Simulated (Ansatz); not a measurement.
**Ir(100) film, 1 layer, flat: channels in plane against thickness**

Aim: the ballistic channels of flat films against thickness, first Ir(100) film, 1 layer, flat.

Method: Ansatz plane-wave DFT, PBE, PAW files; ballistic transport by layer matching (Landauer), zero bias, in Ansatz 0.2.0.

### 1. Starting point

The cell holds 1 atom: 1 Ir. Its edges and angles: a = 11.000 Å, b = 2.715 Å, c = 2.715 Å, α = 90.0°, β = 90.0°, γ = 90.0°. It derives from Ir. Vacuum lies along a. The structure's axis is c.

### 2. With 1 layer

Vacuum lies along the first vector, which takes one k-point, and the current runs in the film's plane. One period is a perfect wire, so its channels are the result. Energies from -0.27 to 0.27 eV in steps of 0.036 eV cover the slope of the Fermi function at 300 K, so the program can form a conductance.

File input.yaml:

```yaml
crystal:
  lattice:
    - [11.0, 0.0, 0.0]
    - [0.0, 2.7148657757, 0.0]
    - [0.0, 0.0, 2.7148657757]
  atoms:
    - { symbol: Ir, position: [0.4090909091, 0.0, 0.0] }
kpoints:
  mp_grid: { grid: [1, 15, 15] }
hamiltonian:
  xc: pbe
scf:
  occupations: { method: fermi_dirac, width: 0.1 }
output:
  transmission:
    leads: [[0, 0]]
    kmesh: [1, 46]
    e_range: [-0.27, 0.27]
    de: 0.036
```

On the command line:

```bash
$ ansatz run input.yaml --threads 4 --pin off --max-ram 8192MiB --backend cpu --events-out ev --progress --plain --runs-dir out
```

Numbers of over 12 decimals in the logs are rounded to 6 here.

The log of the run:

```text
Engine: ansatz 0.2.0, aarch64-unknown-linux-gnu
Pseudopotentials: kind: paw
Pseudopotential: Ir, paw, valence charge 17, recommended cutoff 420 eV (normal), Ir.paw.azcp
Functional definition: PBE
  parameter kappa = 0.804
  parameter beta = 0.066725
  exchange = pbe_x(kappa = kappa, mu = beta*pi^2/3)
  correlation = pbe_c(beta = beta)
Crystal: 1 atoms, lattice volume = 81.075 Å³
Basis set: ecut = 420 eV, 1617 PW (Γ)
Bands: 13, of which v1, the nominal top of the filled ones, is band 9 counted from 1 (8 counted from 0)
Symmetry: 16 space group operations
Space group: P4/mmm (ITA 123), of the structure as read, at distance tolerance 4.3e-5 Å
k-points: 36 of 225
Non-local potential: Ir, projectors of the file, l = 0: 3, l = 1: 2, l = 2: 2, l = 3: 1
PAW form: soft (Blöchl's): semilocal exchange-correlation on the pseudo side does not see the compensation charge
PAW one-centre angular grid: Ir, 590 points (default); XC on 64 Gauss nodes
Initial density: superposition of atomic densities (neutral atoms: chi_scale 0, normalization atom), corrected by the library's trained network
Initial wavefunctions: pseudopotential atomic-orbital guess
Functional: x = pbe(κ = 0.804, μ = 0.219515), c = pbe(β = 0.066725)
SCF iter   1: F=—  HF=-11932.554956 eV  |F-HF|=—  |Δ(HF+E_count)|=         —  Δρ=5.39e-3  dr2=3.06e-2  ethr=1.77e-3  ⟨swp⟩=5.8  Hψ=2669  notcnv=0
preconditioner: auto → LDOS  [metal: Δε(μ)=0.020 eV  Ē_g=7.481 eV  σ=0.100 eV  W_gap=0.05  n_scr=6 (ndim 8)  ℏωp=12.4 eV  f_vac=0.627  D(μ)=2.98/eV (n_scr^D=20)  β→1.0]
SCF iter   2: F=—  HF=-11932.556656 eV  |F-HF|=—  |Δ(HF+E_count)|=   1.70e-3  Δρ=7.16e-3  dr2=2.86e-2  ethr=1.80e-4  ⟨swp⟩=2.6  Hψ=1139  notcnv=0
SCF iter   3: F=—  HF=-11932.550368 eV  |F-HF|=—  |Δ(HF+E_count)|=   6.29e-3  Δρ=4.18e-4  dr2=3.30e-4  ethr=1.68e-4  ⟨swp⟩=2.3  Hψ=591  notcnv=0
SCF iter   4: F=—  HF=-11932.550425 eV  |F-HF|=—  |Δ(HF+E_count)|=   5.69e-5  Δρ=1.34e-4  dr2=2.45e-5  ethr=1.94e-6  ⟨swp⟩=2.1  Hψ=751  notcnv=0
SCF iter   5: F=—  HF=-11932.550430 eV  |F-HF|=—  |Δ(HF+E_count)|=   5.83e-6  Δρ=3.72e-5  dr2=1.10e-6  ethr=1.44e-7  ⟨swp⟩=2.1  Hψ=593  notcnv=0
SCF iter   6: F=-11932.550432 eV  HF=-11932.550432 eV  |F-HF|=2.50e-8  |Δ(HF+E_count)|=   1.64e-6  Δρ=7.27e-6  dr2=4.03e-8  ethr=5.88e-10  ⟨swp⟩=6.0  Hψ=1866  notcnv=0
SCF 1 converged in 6 iterations: F = -11932.550432 eV  dr2 = 4.03e-8
  greatest PAW one-centre occupation: 1.000 electrons in one spin orbital (limit 2), on the Ir atom at site 0 (counted from 0), in its partial waves of l = 0
transmission: 12 of 96 steps passed
transmission: 20 of 96 steps passed
[...]
transmission: 96 of 96 steps passed
SCF converged after 6 iterations
Free energy (F): -11932.550432 eV
Harris-Foulkes:  -11932.550432 eV  (|F-HF|=2.50e-8)
Internal energy: -11932.450930 eV  (E = F + TS)
E sigma→0 (E₀):  -11932.500681 eV
Entropy (-TS):   -0.099502 eV (-99.502 meV/atom)
Fermi energy:    -0.630017 eV
--- Per-component energies (eV) ---
  E_band       = -500.328176
  E_kinetic    = 614.938353
  E_local      = -6132.521006  (includes V_loc(G=0)·N_el)
  E_nonlocal   = 75.120904
  E_hartree    = 2733.584951
  E_xc         = -262.616351
  E_vxc        = -292.689938  (∫ρ·V_xc dr)
  E_paw        = -9223.638872  (= ΣΔE_a)
  E_vpaw       = -232.356353  (= ΣTr[D̂ρ^β])
  E_aug_tail   = 0.000060  (compensation charges beyond the density's cutoff)
  E_ewald      = 262.681031
  E_smearing   = -0.099502  (= −TS)
  E_closure    = 0.000000  (closes the sum)
  Σ components = -11932.550432   (vs F -11932.550432, Δ=0.00e0)
--- Band table (eV; the first three rows and the last of 36) ---
  k-point 0: bands = [... 5 lower, -4.8710, -2.1180, -0.2276, -0.2276, 0.5740, 1.3573, 5.0302, 6.9269]
  k-point 1: bands = [... 5 lower, -4.7827, -2.0800, -0.5304, -0.2152, 0.4710, 1.6563, 5.1161, 7.0411]
  k-point 2: bands = [... 5 lower, -4.4836, -1.9696, -1.1265, -0.1801, 0.1916, 2.2625, 5.3735, 7.3726]
  k-point 35: bands = [... 5 lower, -2.5533, -2.5343, -0.4692, 1.9049, 5.5869, 6.3769, 10.0953, 10.9699]
--- Transmission ---
  basis      : 261 plane waves across, 4 finite elements along
  points     : 24, standing for a mesh of 1 x 46
  filling    : by the input's occupations and mesh, since the crystals that have channels conduct as metals do. If one of these is a semiconductor, that mesh has misplaced its level
  energies   : 16 from -0.270000 to 0.270000 eV about the Fermi level, 0.036000 eV apart; the leads are filled to 0.000000 eV, and channels, transmission and decay are at 0.018000 eV
  crystal 0  : Ir1, at the sites [0, 0], period 2.7149 Å: whole cells are its period
    offset         : up to 0.0000 Å between an atom of the period and one for which it stands
    filled         : 17.1 meV over the level at which it is neutral
    channels       : 3.000000e0 a spin
    conductance    : 7.8278e14 S/m² at 300 K; may be off by some 0.0 % by where its bands' edges are placed, 5.4 % from the k-mesh, 0.8 % from the distance to neutral
```

It took 93 s on 4 threads of Arm Neoverse V2, shared host; peak memory 0.68 GiB.

The column dr2 measures how far the density is from self-consistency, as an energy; F and HF (Harris–Foulkes) agree once it is small.

Numbers from this step:

| Quantity | Value |
| --- | --- |
| free energy | -11932.5504 eV |
| energy at zero smearing | -11932.5007 eV |
| Fermi energy | -0.6300 eV |
| cell area | 29.86 Å² |
| estimated errors of the lead's conductance | 0, 5.4, 0.8 % (band edges, k-mesh, distance from neutral) |
| lead conductance per cell | 3.017 G₀ |

Per spin. Table of open channels, zone mean, lead by energy, zero at the Fermi level:

```
energy (eV)  open channels, zone mean, lead
     -0.270                            2.83
     -0.234                               3
     -0.198                            3.30
     -0.162                            3.22
     -0.126                            3.17
     -0.090                            3.22
     -0.054                            3.13
     -0.018                               3
      0.018                               3
      0.054                               3
      0.090                            2.91
      0.126                            2.83
      0.162                            2.78
      0.198                            2.63
      0.234                            2.63
      0.270                            2.72
```

The program's largest error estimate for it is 5.4 %, from the k-mesh.

### 3. With 2 layers, thickness 3.839 A

The film grows to 2 layers.

System of this step: Ir(100) film, 2 layers, flat. The cell holds 2 atoms: 2 Ir. Its edges and angles: a = 12.920 Å, b = 2.715 Å, c = 2.715 Å, α = 90.0°, β = 90.0°, γ = 90.0°. It derives from Ir. Vacuum lies along a. The structure's axis is c.

input.yaml, the sections that differ from step 2:

```yaml
crystal:
  lattice:
    - [12.9197, 0.0, 0.0]
    - [0.0, 2.7148657757, 0.0]
    - [0.0, 0.0, 2.7148657757]
  atoms:
    - { symbol: Ir, position: [0.3483053012, 0.0, 0.0] }
    - { symbol: Ir, position: [0.4968923427, 0.5, 0.5] }
# kpoints, hamiltonian, scf, output: as in step 2
```

The log of the run:

```text
[...]
Crystal: 2 atoms, lattice volume = 95.225 Å³
Basis set: ecut = 420 eV, 1911 PW (Γ)
Bands: 21, of which v1, the nominal top of the filled ones, is band 17 counted from 1 (16 counted from 0)
Symmetry: 16 space group operations
[...]
k-points: 36 of 225
[...]
k-point 35: bands = [... 13 lower, 2.7844, 3.6755, 3.6807, 5.5574, 5.7772, 8.0873, 8.8443, 12.2733]
--- Transmission ---
  basis      : 315 plane waves across, 4 finite elements along
  points     : 24, standing for a mesh of 1 x 46
[...]
crystal 0  : Ir2, at the sites [0, 0], period 2.7149 Å: whole cells are its period
[...]
filled         : 12.4 meV over the level at which it is neutral
    channels       : 3.478261e0 a spin
[...]
slowest decay  : 0.0600 /Å at (0.0000, 0.1522)
[key lines of the parts left out:]
SCF converged after 8 iterations
Free energy (F): -23867.890753 eV
Fermi energy:    3.600891 eV
```

The job ended after 3.3 min (4 threads; peak memory 0.97 GiB; 13 min of CPU time).

Numbers from this step:

* free energy: -23867.8908 eV
* energy at zero smearing: -23867.8201 eV
* Fermi energy: 3.601 eV
* cell area: 35.08 Å²
* estimated errors of the lead's conductance: 0, 5.5, 1.3 % (band edges, k-mesh, distance from neutral)
* lead conductance per cell: 3.637 G₀

Per spin. The open channels, zone mean, lead by energy, zero at the Fermi level:

```
energy (eV)  open channels, zone mean, lead
     -0.270                            3.65
     -0.234                            3.78
     -0.198                            3.87
     -0.162                            3.91
     -0.126                            3.70
     -0.090                            3.52
     -0.054                            3.70
     -0.018                            3.91
      0.018                            3.48
      0.054                            3.35
      0.090                            2.96
      0.126                            2.78
      0.162                            2.67
      0.198                            2.59
      0.234                            2.46
      0.270                            2.46
```

The lead conductance per cell is 3.64 G₀, 21 % over the 3.02 G₀ of the last finished run.

### 4. With 3 layers, thickness 5.759 A

The film grows to 3 layers.

System of this step: Ir(100) film, 3 layers, flat. The cell holds 3 atoms: 3 Ir. Its edges and angles: a = 14.839 Å, b = 2.715 Å, c = 2.715 Å, α = 90.0°, β = 90.0°, γ = 90.0°. It derives from Ir. Vacuum lies along a. The structure's axis is c.

input.yaml, the sections that differ from step 3:

```yaml
crystal:
  lattice:
    - [14.8394, 0.0, 0.0]
    - [0.0, 2.7148657757, 0.0]
    - [0.0, 0.0, 2.7148657757]
  atoms:
    - { symbol: Ir, position: [0.303246762, 0.0, 0.0] }
    - { symbol: Ir, position: [0.4326118307, 0.5, 0.5] }
    - { symbol: Ir, position: [0.5619768993, 0.0, 0.0] }
# kpoints, hamiltonian, scf, output: as in step 3
```

The log of the run:

```text
[...]
Crystal: 3 atoms, lattice volume = 109.374 Å³
Basis set: ecut = 420 eV, 2189 PW (Γ)
Bands: 31, of which v1, the nominal top of the filled ones, is band 26 counted from 1 (25 counted from 0)
Symmetry: 16 space group operations
[...]
k-points: 36 of 225
[...]
k-point 35: bands = [... 22 lower, 6.6759, 7.0945, 7.9354, 8.6008, 8.7742, 10.2496, 11.0277, 13.9463, ... 1 higher]
--- Transmission ---
  basis      : 357 plane waves across, 4 finite elements along
  points     : 24, standing for a mesh of 1 x 46
[...]
crystal 0  : Ir3, at the sites [0, 0], period 2.7149 Å: whole cells are its period
[...]
filled         : 11.0 meV under the level at which it is neutral
    channels       : 4.347826e0 a spin
[...]
[key lines of the parts left out:]
SCF converged after 8 iterations
Free energy (F): -35803.292957 eV
Fermi energy:    6.597350 eV
```

The job ended after 5.7 min (4 threads; peak memory 1.3 GiB; 22 min of CPU time).

This step gave:

- free energy: -35803.2930 eV
- energy at zero smearing: -35803.2232 eV
- Fermi energy: 6.597 eV
- cell area: 40.29 Å²
- estimated errors of the lead's conductance: 0, 4.4, 0.8 % (band edges, k-mesh, distance from neutral)
- lead conductance per cell: 4.242 G₀

Per spin. Table of open channels, zone mean, lead by energy, zero at the Fermi level:

```
energy (eV)  open channels, zone mean, lead
     -0.270                            4.09
     -0.234                            3.87
     -0.198                            3.74
     -0.162                            3.78
     -0.126                            3.87
     -0.090                            3.87
     -0.054                               4
     -0.018                            4.13
      0.018                            4.35
      0.054                            4.43
      0.090                            4.39
      0.126                            4.33
      0.162                            4.37
      0.198                            4.33
      0.234                            4.28
      0.270                            4.37
```

The lead conductance per cell is 4.24 G₀, 17 % over the 3.64 G₀ of the last finished run.

(Part 1 of 2 ends here.)

[Logs are printed without paths, hosts, clocks, repeated set-up lines and the standing remarks that a program may print on its own settings, such as how far it seeks lower states.]

[Hosts, paths, dates, database ids (printed as entryN), source tags and the programs' standing remarks are cut or masked in the printed files.]
